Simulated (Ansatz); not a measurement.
## TiO2 (P4_2/mnm): refractive index against wavelength

The refractive index of TiO2 (P4_2/mnm) along x below the direct gap (1.90 eV on the mesh) is read from one computed spectrum, n = √(Re ε). x, y and z are the Cartesian axes of the input cell.

Cell: a, b, c = 4.592, 4.592, 2.957 Å (primitive vectors), 6 atoms.

Method: Ansatz 0.2.0, PBE, independent particles, k-mesh 6×6×8 with interpolation inside its cells, Gaussian parameter 0.1 eV.

Launch of the response step: `ansatz run input.yaml --threads 4 --pin off --max-ram 8192MiB --backend cpu --events-out ev --progress --plain --runs-dir out`. The run took 33 s, on 4 threads of Arm Neoverse V1, on a shared host.

| wavelength (nm) | photon energy E (eV) | n |
| --- | --- | --- |
| 3000 | 0.413 | 2.7550 |
| 2000 | 0.620 | 2.7686 |
| 1550 | 0.800 | ? |
| 1310 | 0.946 | 2.8029 |
| 1064 | 1.165 | 2.8364 |

In the single-oscillator model n² − 1 = E₀E_d/(E₀² − E²), so 1/(n² − 1) = E₀/E_d − E²/(E₀E_d) is linear in E².

Working, on the rows shown:

| x = E² (eV²) | y = 1/(n² − 1) |
| --- | --- |
| 0.170801 | 0.151744 |
| 0.384302 | 0.150034 |
| 0.895757 | 0.145852 |
| 1.35784 | 0.141941 |

Means: x̄ = 0.70218, ȳ = 0.14739. Σ(x − x̄)(y − ȳ) = -0.007025, Σ(x − x̄)² = 0.8508. Slope = -0.007025 / 0.8508 = -0.008257; intercept = ȳ − slope · x̄ = 0.15319. Turned back into n, the line misses the rows shown by at most 0.00048.

Q: Fill in the last column of the withheld row.

A: At x = 0.63984 the line gives y = 0.14791, that is 2.7859. The run gave 2.7853, so the interpolation is off by 0.00055, 0.7 % of the range in the table.

Refitted with all rows, the slope is -0.008261 and the intercept 0.15321. These give E₀ = √(intercept/−slope) = 4.31 eV and E_d = E₀/intercept = 28.1 eV; E₀ is 2.3 times the direct gap. The electronic limit at long wavelengths, without lattice vibrations, is n = √(1 + 1/intercept) = 2.744. Excitons are left out and so are local fields; PBE gaps are as a rule too small.
